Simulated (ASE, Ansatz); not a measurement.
# Convergence of a linear-scaling basis for twisted silicene bilayer, 13.17° (76 atoms), part 2 of 2

Wanted: errors and times of a linear-scaling basis for twisted silicene bilayer, 13.17° (76 atoms). A setting counts as converged where the r.m.s. difference of forces stays under 1 % of the r.m.s. force.

Ansatz 0.2.0; Kohn-Sham DFT, PBE+D3(BJ), PAW (set soft_2), plane waves.

The cell: 76 Si. Beside vacuum, support functions can miss their usual error bounds without a warning. Sampling is at Γ alone, for a cell whose shortest periodic width is 15 Å.

So far: Starting point; Plane-wave single point.

## (3) Local order

These statistics describe the geometry on which the runs were made.

Normalised to the volume that the atoms fill. Pair distribution function in bins of 0.1 Å:

```
r (Å)  total
 2.15   0.00
 2.25   8.98
 2.35   0.23
 2.45   0.00
 2.55   0.00
 2.65   0.00
 2.75   0.00
 2.85   0.00
 2.95   0.00
 3.05   0.00
 3.15   0.00
 3.25   0.04
 3.35   0.15
 3.45   0.11
 3.55   0.07
 3.65   0.16
 3.75   0.30
 3.85   6.65
 3.95   0.32
 4.05   0.26
 4.15   0.39
 4.25   0.35
 4.35   0.31
 4.45   2.55
 4.55   0.49
 4.65   0.44
 4.75   0.31
 4.85   0.30
 4.95   0.24
 5.05   0.34
 5.15   0.30
 5.25   0.33
 5.35   0.32
 5.45   0.17
 5.55   0.31
 5.65   0.29
 5.75   0.33
 5.85   0.78
 5.95   2.41
 6.05   0.26
 6.15   0.22
 6.25   0.27
 6.35   0.28
 6.45   0.22
```

Bonds by pair of elements; cutoffs follow the first minimum of g(r), held within bounds set by covalent radii, and pairs that aren't listed don't count as bonded:

```
pair A-B  cutoff (Å)  bonds  mean length (Å)  spread (Å)  shortest (Å)  B about A  A about B
   Si-Si        2.68    114             2.27       0.014          2.23          3          3
```

How many atoms have how many bonded neighbours:

```
element  mean   3
     Si     3  76
```

Bond angles (no mean is given where the spread exceeds 20°):

```
   angle  count  mean (°)  spread (°)
Si-Si-Si    228       116         0.6
```

The first maximum of g(r) stands at about 2.27 Å. With the cutoffs above, all Si atoms have 3 bonded neighbours. The Si-Si-Si angle averages 116° with a spread of 0.6°.

Local excerpt of 16 atoms (numbers count through the whole input) about Si43, which bears the longest force; x, y, z are measured from there.

```
atom      x      y      z  distance (Å)  bonds  Löwdin charge (e)     Fx     Fy  Fz (eV/Å)
Si43   0.00   0.00   0.00          0.00      3               0.05   0.45   0.36       0.22
Si40  -2.19   0.26  -0.43          2.25      3               0.05  -0.20   0.01      -0.25
Si44   0.91  -2.02  -0.44          2.26      3               0.04   0.04  -0.26      -0.12
Si46   1.35   1.80  -0.44          2.29      3               0.04  -0.13  -0.06      -0.18
Si41  -0.42  -3.81  -0.02          3.84      3               0.04   0.31  -0.01       0.31
Si73  -3.52  -1.54   0.00          3.84      3               0.05   0.14   0.00       0.19
Si31  -1.06   0.33  -3.68          3.84      3               0.05  -0.18   0.09       0.24
Si39  -3.10   2.30   0.00          3.86      3               0.05   0.45   0.03       0.21
Si51   3.11  -2.30   0.02          3.87      3               0.07   0.08   0.27       0.17
Si53   3.57   1.53   0.00          3.88      3               0.07   0.11   0.43       0.17
Si45   0.49   3.86   0.01          3.89      3               0.05  -0.14  -0.22       0.17
Si32   0.26  -1.46  -4.14          4.39      3               0.05  -0.07  -0.10      -0.26
Si74  -2.61  -3.58  -0.41          4.45      3               0.05  -0.53  -0.11      -0.04
Si56  -1.75   4.10  -0.42          4.47      3               0.05   0.00   0.02      -0.38
Si54   4.44  -0.50  -0.42          4.49      3               0.02   0.13  -0.41      -0.09
Si37   2.47  -1.20  -3.70          4.61      3               0.03   0.10   0.06       0.13
```

The column of bonds counts only the pairs Si-Si within 2.68 Å; other neighbours, such as metal atoms beside each other in a compound, aren't counted, and periodic images can show an atom twice.

## (4) Support functions medium

The cell is solved in localised support functions.

This step: Kohn-Sham DFT, PBE+D3(BJ), PAW (set soft_2), localised support functions (medium) (Ansatz 0.2.0).

Contents of input.yaml:

```yaml
crystal:
  lattice:
    - [16.8253, 0.0, 0.0]
    - [-8.41265, 14.57114, 0.0]
    - [0.0, 0.0, 18.14]
  atoms:
    [... the 76 atom lines of step 2 ...]
kpoints:
  mp_grid: { grid: [1, 1, 1] }
hamiltonian:
  xc: pbe
  dispersion: d3bj
scf:
  occupations: { method: fermi_dirac, width: 0.025 }
  eigensolver: { kind: { support_functions: { accuracy: medium } } }
  mixing: { beta: 0.4 }
  max_iter: 150
output:
  forces: true
  eigenvalues: true
```

Launch:

```console
ansatz run input.yaml --threads 8 --pin off --max-ram 15872MiB --backend cpu --events-out ev --progress --plain --runs-dir out
```

Numbers of over 12 decimals in the logs are rounded to 6 here.

What it wrote:

```text
Warning: scf.eigensolver.kind.support_functions: disabling space-group detection — the functions' gradient is summed over unrotated k-points, so no spatial operation reduces the k-mesh or symmetrises the density; time reversal is kept, so that k and −k are solved as one point where they differ and the mesh holds both, and exact exchange and, on two spinor components, a DFT+U term hold to it where the run has them: [...]
settings of this run that can trade accuracy for cost: scf.eigensolver.kind.support_functions [...]
[...]
Crystal: 76 atoms, lattice volume = 4447.271 Å³
Basis set: ecut = 420 eV, 86893 PW (Γ), exchange–correlation on 240×240×250 points (8 copies of the dense FFT grid, shifted against one another)
Bands: 183, of which v1, the nominal top of the filled ones, is band 152 counted from 1 (151 counted from 0)
Symmetry: 1 space group operations
k-points: 1
[...]
SCF iter   1: F=—  HF=-48279.077645 eV  |F-HF|=—  |Δ(HF+E_count)|=         —  Δρ=2.05e-2  dr2=1.93e1  ethr=1.00e-1
[...]
SCF iter  12: F=—  HF=-48293.609800 eV  |F-HF|=—  |Δ(HF+E_count)|=   3.51e-4  Δρ=6.36e-6  dr2=3.06e-6  ethr=2.64e-9  κ⁻¹=4.3e-6(r=7)
SCF iter  13: F=-48293.609801 eV  HF=-48293.609800 eV  |F-HF|=1.08e-7  |Δ(HF+E_count)|=   8.11e-7  Δρ=1.82e-6  dr2=2.20e-7  ethr=1.01e-9
SCF 1 converged in 13 iterations: F = -48293.614204 eV  dr2 = 2.20e-7
[...]
SCF converged after 13 iterations
Stability not checked: this state was not tested for a lower state beside it, because the mixer in use, unlike msr1, does not test its closes by its own steps (another_mixer; see scf.mixing.algorithm and scf.lower_state_search)
Free energy (F): -48293.614204 eV
[...]
Internal energy: -48293.613862 eV  (E = F + TS)
E sigma→0 (E₀):  -48293.614033 eV
Entropy (-TS):   -0.000343 eV (-0.005 meV/atom)
Fermi energy:    -0.869261 eV
[...]
Σ components = -48293.614204   (vs F -48293.614204, Δ=0.00e0)
--- Forces (eV/Å), atoms counted from 1 ---
  atom   1  Si    -0.03374261     0.15748021     0.28056320
  atom   2  Si     0.16003550    -0.11153763    -0.16378502
  atom   3  Si    -0.03583011    -0.43617397     0.29611073
  atom   4  Si     0.00117773     0.04154889    -0.09393184
[...]
atom  76  Si    -0.18674881     0.13218221    -0.08259171
  max |Σ_I F_I| component: 5.43e-4 eV/Å
--- Band table (eV) ---
[...]
```

Wall time 49 s (8 threads of Arm Neoverse V2, shared host); peak memory 4.8 GiB; 6.3 min of CPU time.

The program notes that the band table was not solved further than the SCF left it and it switched symmetry off.

Keys that differ from the reference: support_functions.accuracy = "medium", scf.max_iter = 150 and scf.mixing.beta = 0.4.

Forces differ from the reference by 0.20 meV/Å r.m.s., 0.092 % of their size, well within a tolerance of 1 %; the energy by -0.23 meV/atom. It took 49 s and 13 cycles; the reference's time can't be set against it, since the two runs asked for unlike analyses.

## (5) The ladder side by side

Each row is set against the plane-wave reference (Kohn-Sham DFT, PBE+D3(BJ), PAW (set soft_2), plane waves; r.m.s. force component 0.214 eV/Å). Energies are set beside the reference only for runs with its functional, potentials and electron count. Times are for 8 threads of Arm Neoverse V2, shared host. The reference's time includes the DOS and grids, which some other runs skip.

```
                     run  Δ force, r.m.s. (meV/Å)  share of r.m.s. force (%)  Δ energy (meV/atom)  cycles  time  host memory (GiB)
               reference                        -                          -                    -      12  22 s                3.5
support functions medium                    0.197                     0.0919               -0.234      13  49 s                4.8
```

## (6) What came out

```json
{
  "free energy per atom": "-635.4421 eV/atom",
  "r.m.s. force component": "0.2145 eV/Å",
  "potential in mid-vacuum, over the Fermi level": "4.718 eV",
  "wall time of the 2 DFT runs": "70 s"
}
```

In words: Against plane waves at 420 eV, the forces differ by 0.20 meV/Å (0.092 %) with support functions medium. At 76 atoms the run with support functions medium takes roughly 2.2 times the time of plane waves (whose run also made extra analyses, so the like-for-like ratio is larger), in 13 SCF cycles against 12. Differences between support functions and plane waves include what basis error the plane-wave run still has.

No gap is quoted: the bands of a honeycomb sheet meet or nearly meet at one point of the zone, so the spacing of levels depends on whether the mesh holds it and on how the neighbours disturb the sheet. The potential stands 4.71 eV above the Fermi level over the upper face and 4.72 eV under the lower one, a reading of the work function, with no dipole correction. The Fermi level falls in a spacing of 0.43 eV between levels, so it is uncertain by that much. With the cutoffs above, all Si atoms have 3 bonded neighbours.

What to keep in mind: The geometry was built by rule, was displaced at random and isn't relaxed at this level: its force components are 0.21 eV/Å r.m.s.

[Logs are printed without paths, hosts, clocks, repeated set-up lines and the standing remarks that a program may print on its own settings, such as how far it seeks lower states.]

[Hosts, paths, dates, database ids (printed as entryN), source tags and the programs' standing remarks are cut or masked in the printed files.]
